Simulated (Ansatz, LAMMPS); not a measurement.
# Glassy 29TiO2-71Al2O3 (mol %) (137 atoms): geometry optimisation, part 2 of 3

Aim: bring glassy 29TiO2-71Al2O3 (mol %) (137 atoms) to a nearby minimum of the energy and see what moves.

Ansatz 0.2.0; Kohn-Sham DFT, PBE, PAW (set soft_2), plane waves.

The cell: 9 Ti, 44 Al and 84 O. The quench rate of 1000 K/ps is many orders above laboratory rates. The network of bonds at the start is that of the classical potential that made the cell. Only the Γ point is sampled, in a cell whose shortest periodic width is 11 Å.

So far. Step 4 (Relaxation): The relaxation changed the energy by -71.5 meV/atom, and atoms moved by 0.21 Å r.m.s., 0.54 Å at most.

**5. Distances and neighbours after relaxation**

Bonds before and after, by the cutoffs listed below:

| pair | bonds before | bonds after | mean before (Å) | mean after (Å) | spread before (Å) | spread after (Å) |
| --- | --- | --- | --- | --- | --- | --- |
| O-Al | 198 | 206 | 1.830 | 1.851 | 0.160 | 0.114 |
| O-Ti | 43 | 45 | 1.898 | 1.941 | 0.165 | 0.184 |

Density 3.33 g/cm³, 10.79 Å³ an atom.

g(r), total and by pair (bins of 0.2 Å):

| r (Å) | total | O-O | O-Al | O-Ti | Al-Al | Al-Ti | Ti-Ti |
| --- | --- | --- | --- | --- | --- | --- | --- |
| 1.60 | 0.02 | 0.00 | 0.06 | 0.00 | 0.00 | 0.00 | 0.00 |
| 1.80 | 3.43 | 0.00 | 7.65 | 5.21 | 0.00 | 0.00 | 0.00 |
| 2.00 | 0.91 | 0.00 | 1.65 | 3.21 | 0.00 | 0.00 | 0.00 |
| 2.20 | 0.17 | 0.00 | 0.30 | 0.68 | 0.00 | 0.00 | 0.00 |
| 2.40 | 0.22 | 0.53 | 0.03 | 0.14 | 0.00 | 0.00 | 0.00 |
| 2.60 | 1.00 | 2.24 | 0.14 | 0.24 | 0.79 | 0.00 | 0.00 |
| 2.80 | 1.40 | 2.96 | 0.28 | 0.10 | 1.56 | 0.19 | 0.00 |
| 3.00 | 1.29 | 2.06 | 0.42 | 0.52 | 2.42 | 1.16 | 1.58 |
| 3.20 | 1.25 | 1.19 | 0.79 | 0.68 | 2.96 | 2.71 | 2.88 |
| 3.40 | 1.08 | 0.59 | 1.29 | 0.88 | 1.48 | 2.85 | 2.51 |
| 3.60 | 0.77 | 0.52 | 1.00 | 0.90 | 0.47 | 1.29 | 0.00 |
| 3.80 | 0.86 | 0.54 | 1.19 | 1.07 | 0.76 | 0.32 | 1.02 |
| 4.00 | 0.98 | 0.54 | 1.44 | 1.60 | 0.45 | 0.83 | 0.94 |
| 4.20 | 0.98 | 0.54 | 1.41 | 1.67 | 0.48 | 0.84 | 0.85 |
| 4.40 | 1.06 | 0.66 | 1.41 | 1.29 | 0.93 | 1.23 | 0.78 |
| 4.60 | 1.11 | 1.18 | 1.19 | 1.14 | 0.78 | 0.70 | 0.71 |
| 4.80 | 1.02 | 1.25 | 0.84 | 0.95 | 1.00 | 0.78 | 1.88 |
| 5.00 | 1.02 | 1.47 | 0.57 | 0.87 | 1.27 | 0.95 | 0.56 |
| 5.20 | 0.96 | 1.38 | 0.59 | 0.89 | 0.94 | 1.09 | 0.00 |
| 5.40 | 0.92 | 1.19 | 0.76 | 0.64 | 0.92 | 0.66 | 1.00 |
| 5.60 | 0.93 | 1.04 | 0.78 | 0.57 | 1.27 | 1.04 | 1.38 |

Bonds by pair of elements; cutoffs follow the first minimum of g(r), held within bounds set by covalent radii, and pairs that aren't listed don't count as bonded:

| pair A-B | cutoff (Å) | bonds | mean length (Å) | spread (Å) | shortest (Å) | B about A | A about B |
| --- | --- | --- | --- | --- | --- | --- | --- |
| O-Al | 2.43 | 206 | 1.85 | 0.114 | 1.69 | 2.45 | 4.68 |
| O-Ti | 2.64 | 45 | 1.94 | 0.184 | 1.72 | 0.536 | 5 |

How many atoms have how many bonded neighbours:

| element | mean | 2 | 3 | 4 | 5 | 6 |
| --- | --- | --- | --- | --- | --- | --- |
| Al | 4.68 | 0 | 0 | 22 | 14 | 8 |
| O | 2.99 | 9 | 67 | 8 | 0 | 0 |
| Ti | 5 | 0 | 0 | 2 | 5 | 2 |

Bond angles, per cent of each kind in bins of 5°:

| angle (°) | O-Al-O | Al-O-Al | O-Ti-O | Al-O-Ti |
| --- | --- | --- | --- | --- |
| 70–75 | 0.8 | 0.5 | 3.3 | 0.0 |
| 75–80 | 4.6 | 0.0 | 9.8 | 0.0 |
| 80–85 | 10.7 | 2.2 | 4.3 | 0.0 |
| 85–90 | 11.0 | 8.2 | 10.9 | 1.5 |
| 90–95 | 11.0 | 7.6 | 10.9 | 3.0 |
| 95–100 | 9.2 | 9.2 | 14.1 | 10.4 |
| 100–105 | 10.2 | 5.4 | 12.0 | 10.4 |
| 105–110 | 7.4 | 6.5 | 3.3 | 3.0 |
| 110–115 | 8.4 | 8.7 | 4.3 | 3.0 |
| 115–120 | 5.4 | 11.4 | 4.3 | 14.9 |
| 120–125 | 5.6 | 9.8 | 2.2 | 13.4 |
| 125–130 | 2.5 | 12.0 | 2.2 | 10.4 |
| 130–135 | 1.8 | 7.1 | 5.4 | 6.0 |
| 135–140 | 0.8 | 3.3 | 0.0 | 6.0 |
| 140–145 | 0.5 | 2.7 | 1.1 | 3.0 |
| 145–150 | 0.0 | 1.1 | 2.2 | 9.0 |
| 150–155 | 0.5 | 1.6 | 2.2 | 1.5 |
| 155–160 | 1.8 | 1.6 | 2.2 | 1.5 |
| 160–165 | 1.3 | 0.0 | 1.1 | 3.0 |
| 165–170 | 2.8 | 0.5 | 2.2 | 0.0 |
| 170–175 | 3.1 | 0.5 | 2.2 | 0.0 |
| 175–180 | 0.8 | 0.0 | 0.0 | 0.0 |

Bond angles (no mean is given where the spread exceeds 20°):

| angle | count | mean (°) | spread (°) |
| --- | --- | --- | --- |
| O-Al-O | 392 | - | - |
| Al-O-Al | 184 | 114 | 18.9 |
| O-Ti-O | 92 | - | - |
| Al-O-Ti | 67 | 122 | 18 |
| Ti-O-Ti | 7 | 115 | 12.3 |

Oxygen atoms by the number of network formers (Si, P, Ge, B, Al, As, Ga) bound to them:

| network formers bound to O | O atoms | per cent |
| --- | --- | --- |
| 0 | 1 | 1.2 |
| 1 | 14 | 16.7 |
| 2 | 22 | 26.2 |
| 3 | 40 | 47.6 |
| 4 | 7 | 8.3 |

Network units: each former by its oxygen neighbours and how many of them bridge to another former:

| former | O neighbours | bridging O | atoms |
| --- | --- | --- | --- |
| Al | 4 | 2 | 1 |
| Al | 4 | 3 | 5 |
| Al | 4 | 4 | 16 |
| Al | 5 | 4 | 4 |
| Al | 5 | 5 | 10 |
| Al | 6 | 4 | 1 |
| Al | 6 | 5 | 1 |
| Al | 6 | 6 | 6 |

Bond length by coordination (bonds to H left out):

| element | coordination | atoms | mean bond length (Å) |
| --- | --- | --- | --- |
| Al | 4 | 22 | 1.78 |
| Al | 5 | 14 | 1.89 |
| Al | 6 | 8 | 1.93 |
| O | 2 | 9 | 1.76 |
| O | 3 | 67 | 1.86 |
| O | 4 | 8 | 1.98 |
| Ti | 4 | 2 | 1.83 |
| Ti | 5 | 5 | 1.93 |
| Ti | 6 | 2 | 2.04 |

Rings of the network by King's shortest-path rule, up to 12 atoms, one path for each pair of neighbours; H, halogens, alkali and alkaline-earth atoms are left out, and the last column divides by all other atoms, bonded or not:

| ring size (atoms) | rings | per network atom |
| --- | --- | --- |
| 4 | 39 | 0.285 |
| 6 | 93 | 0.679 |
| 8 | 134 | 0.978 |
| 10 | 33 | 0.241 |
| 12 | 1 | 0.007 |

First main peaks of g(r), for some of the pairs, lie near 2.8 Å (O-O), 1.8 Å (O-Al), 1.9 Å (O-Ti), 3.2 Å (Al-Al) and 3.3 Å (Al-Ti). With the cutoffs above, 50 % of Al atoms have 4, 80 % of O atoms have 3 and 56 % of Ti atoms have 5 bonded neighbours. Counting bonds to Al alone, not to Ti, 26 % of the oxygens join two of these atoms and 17 % one; 48 % join three; 8 % join four; 1 % join none. The commonest Al unit has 4 oxygens, 4 of them shared with other formers (16 of 44 atoms). Rings of 8 atoms are the most common (45 % of those counted); sizes run from 4 to 12, where the search stops.

**6. Single point at the relaxed geometry**

One more single point at the end of the walk gives the fuller output and checks the residual forces.

The input, input.yaml:

```yaml
crystal:
  lattice:
    - [11.39091, 0.0, 0.0]
    - [0.0, 11.39091, 0.0]
    - [0.0, 0.0, 11.39091]
  atoms:
    - { symbol: Ti, position: [0.77142, 0.98231, 0.0334] }
    - { symbol: Ti, position: [0.52395, 0.71064, 0.83207] }
    - { symbol: Ti, position: [0.80556, 0.99821, 0.30622] }
    - { symbol: Ti, position: [0.36969, 0.83136, 0.54618] }
    - { symbol: Ti, position: [0.26555, 0.54168, 0.13012] }
    - { symbol: Ti, position: [0.56308, 0.22518, 0.30331] }
    - { symbol: Ti, position: [0.49103, 0.0845, 0.96042] }
    - { symbol: Ti, position: [0.37099, 0.62288, 0.35747] }
    - { symbol: Ti, position: [0.05993, 0.10959, 0.21009] }
    - { symbol: Al, position: [0.44054, 0.81311, 0.09733] }
    - { symbol: Al, position: [0.45946, 0.95026, 0.30626] }
    - { symbol: Al, position: [0.08002, 0.13389, 0.76527] }
    - { symbol: Al, position: [0.20745, 0.86344, 0.32088] }
    - { symbol: Al, position: [0.63413, 0.49456, 0.86042] }
    - { symbol: Al, position: [0.33274, 0.91764, 0.81776] }
    - { symbol: Al, position: [0.97366, 0.82796, 0.15664] }
    - { symbol: Al, position: [0.65578, 0.32024, 0.02218] }
    - { symbol: Al, position: [0.64792, 0.73053, 0.29612] }
    - { symbol: Al, position: [0.52437, 0.57918, 0.08536] }
    - { symbol: Al, position: [0.7511, 0.24285, 0.77325] }
    - { symbol: Al, position: [0.1864, 0.79122, 0.00517] }
    - { symbol: Al, position: [0.92773, 0.8966, 0.73613] }
    - { symbol: Al, position: [0.82069, 0.2723, 0.18007] }
    - { symbol: Al, position: [0.59871, 0.68228, 0.5415] }
    - { symbol: Al, position: [0.94025, 0.2115, 0.97059] }
    - { symbol: Al, position: [0.32446, 0.26064, 0.48623] }
    - { symbol: Al, position: [0.33791, 0.08747, 0.65383] }
    - { symbol: Al, position: [0.27567, 0.29343, 0.26629] }
    - { symbol: Al, position: [0.08056, 0.7989, 0.53321] }
    - { symbol: Al, position: [0.11094, 0.07275, 0.49535] }
    - { symbol: Al, position: [0.77969, 0.67778, 0.70578] }
    - { symbol: Al, position: [0.06071, 0.63517, 0.27972] }
    [... 99 atom lines left out ...]
    - { symbol: O, position: [0.59098, 0.83772, 0.78628] }
    - { symbol: O, position: [0.9181, 0.68599, 0.20453] }
    - { symbol: O, position: [0.72992, 0.77916, 0.57225] }
    - { symbol: O, position: [0.30797, 0.93459, 0.66164] }
    - { symbol: O, position: [0.89512, 0.20022, 0.80881] }
    - { symbol: O, position: [0.22581, 0.16323, 0.20792] }
kpoints:
  mp_grid: { grid: [1, 1, 1] }
hamiltonian:
  xc: pbe
scf:
  occupations: { method: gaussian, width: 0.05 }
output:
  forces: true
  stress: true
  populations: true
  dos:
    method: { smearing: { sigma: 0.1 } }
    de: 0.1
    projected: { site_lists: { Al: [Al], O: [O], Ti: [Ti] } }
  eigenvalues: true
  write_density: true
  write_potential: true
  volumetric_format: npy
  elf: true
```

Command:

```sh
> ansatz run input.yaml --threads 4 --pin off --max-ram 8192MiB --backend cpu --events-out ev --progress --plain --runs-dir out
```

Numbers of over 12 decimals in the logs are rounded to 6 here.

Log:

```text
[...]
Crystal: 137 atoms, lattice volume = 1478.003 Å³
Basis set: ecut = 420 eV, 28887 PW (Γ), exchange–correlation on 160×160×160 points (8 copies of the dense FFT grid, shifted against one another)
Bands: 509, of which v1, the nominal top of the filled ones, is band 372 counted from 1 (371 counted from 0)
Symmetry: 1 space group operations
[...]
k-points: 1
[...]
SCF iter   1: F=—  HF=-93992.834742 eV  |F-HF|=—  |Δ(HF+E_count)|=         —  Δρ=3.47e-3  dr2=1.55e-1  ethr=1.77e-3  ⟨swp⟩=6.0  Hψ=2212  notcnv=0  defer=34
[...]
SCF iter  11: F=-93992.827566 eV  HF=-93992.827566 eV  |F-HF|=2.40e-8  |Δ(HF+E_count)|=   1.20e-7  Δρ=2.31e-6  dr2=8.89e-8  ethr=1.34e-11  ⟨swp⟩=16.0  Hψ=4297  notcnv=0
SCF 1 converged in 11 iterations: F = -93992.827566 eV  dr2 = 8.89e-8
[...]
SCF converged after 11 iterations
Free energy (F): -93992.827566 eV
[...]
Internal energy: -93992.827566 eV  (E = F + TS)
E sigma→0 (E₀):  -93992.827566 eV
Fermi energy:    7.313373 eV
[...]
--- Forces (eV/Å), atoms counted from 1 ---
  atom   1  Ti    -0.01266274     0.00679325     0.00559661
  atom   2  Ti     0.02111484    -0.01569924    -0.02383236
  atom   3  Ti     0.00301849     0.01542676    -0.00234131
  atom   4  Ti    -0.00164537    -0.00245374     0.00298598
  atom   5  Ti    -0.00897181    -0.01081455    -0.00562056
  atom   6  Ti    -0.01190701    -0.00188256    -0.00507133
  atom   7  Ti    -0.01709342    -0.00037889    -0.00538975
  atom   8  Ti     0.00289182    -0.00067008     0.02652637
  atom   9  Ti     0.00496180     0.01580282     0.00328870
  atom  10  Al     0.00930633     0.01233632     0.00083318
  atom  11  Al    -0.00423652     0.00322007     0.01059070
  atom  12  Al     0.00433894    -0.00132642    -0.00618475
  atom  13  Al     0.01819996     0.01326864     0.00906537
  atom  14  Al    -0.01168502     0.00728672    -0.01655543
[...]
atom 136  O      0.00063029    -0.00164832     0.00360054
  atom 137  O     -0.00519142     0.00413048    -0.00072721
  max |Σ_I F_I| component: 1.69e-4 eV/Å
--- Stress (GPa, compression-positive) ---
        2.045304      -0.645231       0.775048
       -0.645234       5.702638       0.389376
        0.775053       0.389377       5.994995
  P = ⅓ Tr σ = 4.5810 GPa (45.810 kbar)
--- Band table (eV) ---
[...]
--- Löwdin populations: 137 sites ---
  site symbol       q [e]
     0     Ti     10.6092
     1     Ti     10.5586
     2     Ti     10.5916
[...]
136      O      6.7884
  spilling = 0.007022 (of n_electrons = 744.000000)
```

The job ended after 35 s (4 threads of Arm Neoverse V2, shared host; peak memory 2.2 GiB; 2.3 min of CPU time).

Read from the output:

| Quantity | Value |
| --- | --- |
| free energy | -93992.8276 eV |
| free energy per atom | -686.0790 eV/atom |
| SCF cycles | 11 |
| pressure | 4.581 GPa |
| r.m.s. force component | 0.00619 eV/Å |
| longest force | 0.0355 eV/Å |
| Fermi energy | 7.313 eV |
| gap (highest filled to lowest empty level) | 3.008 eV |
| spilling of the projection | 0.007022 |

Löwdin charges by element and coordination (they lack the spilled electrons, 0.038 e an atom on average):

| element | coordination | atoms | mean charge (e) | spread | least | most |
| --- | --- | --- | --- | --- | --- | --- |
| Al | all | 44 | 1.32 | 0.0382 | 1.22 | 1.37 |
| Al | 4 | 22 | 1.34 | 0.0217 | 1.30 | 1.37 |
| Al | 5 | 14 | 1.31 | 0.0279 | 1.26 | 1.36 |
| Al | 6 | 8 | 1.26 | 0.0227 | 1.22 | 1.30 |
| O | all | 84 | -0.780 | 0.0785 | -0.858 | -0.547 |
| O | 2 | 9 | -0.617 | 0.0463 | -0.706 | -0.547 |
| O | 3 | 67 | -0.800 | 0.058 | -0.858 | -0.662 |
| O | 4 | 8 | -0.797 | 0.0291 | -0.824 | -0.727 |
| Ti | all | 9 | 1.42 | 0.0224 | 1.39 | 1.46 |
| Ti | 4 | 2 | 1.42 | 0.0277 | 1.39 | 1.45 |
| Ti | 5 | 5 | 1.42 | 0.0218 | 1.40 | 1.46 |
| Ti | 6 | 2 | 1.44 | 0.0027 | 1.44 | 1.44 |

Density of states as counts of states in windows of 1 eV (from the Fermi level), total and the larger projections:

| from (eV) | to (eV) | total | O p | Ti d | Al p |
| --- | --- | --- | --- | --- | --- |
| -10 | -9 | 0.0 | 0.0 | 0.0 | 0.0 |
| -9 | -8 | 2.2 | 1.6 | 0.0 | 0.1 |
| -8 | -7 | 43.4 | 32.2 | 0.8 | 2.9 |
| -7 | -6 | 53.9 | 40.5 | 1.9 | 5.8 |
| -6 | -5 | 80.2 | 63.1 | 4.2 | 8.4 |
| -5 | -4 | 100.6 | 84.6 | 5.5 | 6.4 |
| -4 | -3 | 98.3 | 88.3 | 3.6 | 3.3 |
| -3 | -2 | 95.4 | 89.5 | 2.1 | 1.6 |
| -2 | -1 | 29.9 | 28.6 | 0.4 | 0.4 |
| -1 | 1 | 0.0 | 0.0 | 0.0 | 0.0 |
| 1 | 2 | 11.2 | 1.5 | 9.1 | 0.2 |
| 2 | 3 | 38.7 | 5.9 | 28.5 | 0.9 |
| 3 | 4 | 27.8 | 5.4 | 18.3 | 1.0 |
| 4 | 5 | 22.4 | 4.2 | 7.9 | 3.6 |

Between -26 and -10 eV lie 168 more states.

The stored curve holds about 672 of the 744 electrons; the rest, give or take the few that broadening carries across the Fermi level, lie in deeper levels below its range.

The levels nearest the highest filled one (over half full), pooled over k-points and spins:

| level less the highest filled one (eV) | occupation |
| --- | --- |
| -0.191 | 2 |
| -0.164 | 2 |
| -0.104 | 2 |
| -0.0357 | 2 |
| -0.011 | 2 |
| 0 | 2 |
| 3.01 | 0 |
| 3.13 | 0 |
| 3.24 | 0 |
| 3.47 | 0 |
| 3.49 | 0 |
| 3.51 | 0 |

Valence density in the ac plane at fractional y = 0.226, with atoms of Ti and Al and O within 0.2 Å of it. It is the smooth field of the valence electrons, not physical close to the nuclei.

Ten steps, logarithmic in the rise over the least value, from '0' (0.01 × 1e0 e/Å³) to '9' (9.56 × 1e0 e/Å³), each cell a mean:
```
22333211233321136775211345532101
23454321112211113332100112222111
22343221001221111110001111234432
11222112112222210001111112357753
22221123322222210012332112468863
23332123321111110123443111356643
33432112211111111123332222233322
23321001110123332222222345432111
22110000001135664222223578742111
21100000111235764322123688742112
21000011222234543212222456532233
31000012221122221123443233222344
31100012211111100136774311113444
21100112211233211247875311112233
11111111112345432345653222332111
11111111112356545887421134553100
01110112212334347998521135764200
11001234322112125887421235653211
32111345532100002343332223332234
75211244421000000012332211112468
85310122210000000011222222223589
64200000000000012332111345532467
32100000011110136764212578753233
11111000123321247986322578853111
```
Columns run along a (11.4 Å), rows up along c (11.4 Å). Atoms in or near the plane, at fractional coordinates: Ti at (0.56, 0.30), Al at (0.75, 0.77), Al at (0.94, 0.97), Al at (0.81, 0.45), Al at (0.26, 0.89), O at (0.78, 0.61), O at (0.79, 0.03), O at (0.98, 0.14), O at (0.54, 0.01).

(Part 2 of 3 ends here.)

[Logs are printed without paths, hosts, clocks, repeated set-up lines and the standing remarks that a program may print on its own settings, such as how far it seeks lower states.]

[Hosts, paths, dates, database ids (printed as entryN), source tags and the programs' standing remarks are cut or masked in the printed files.]
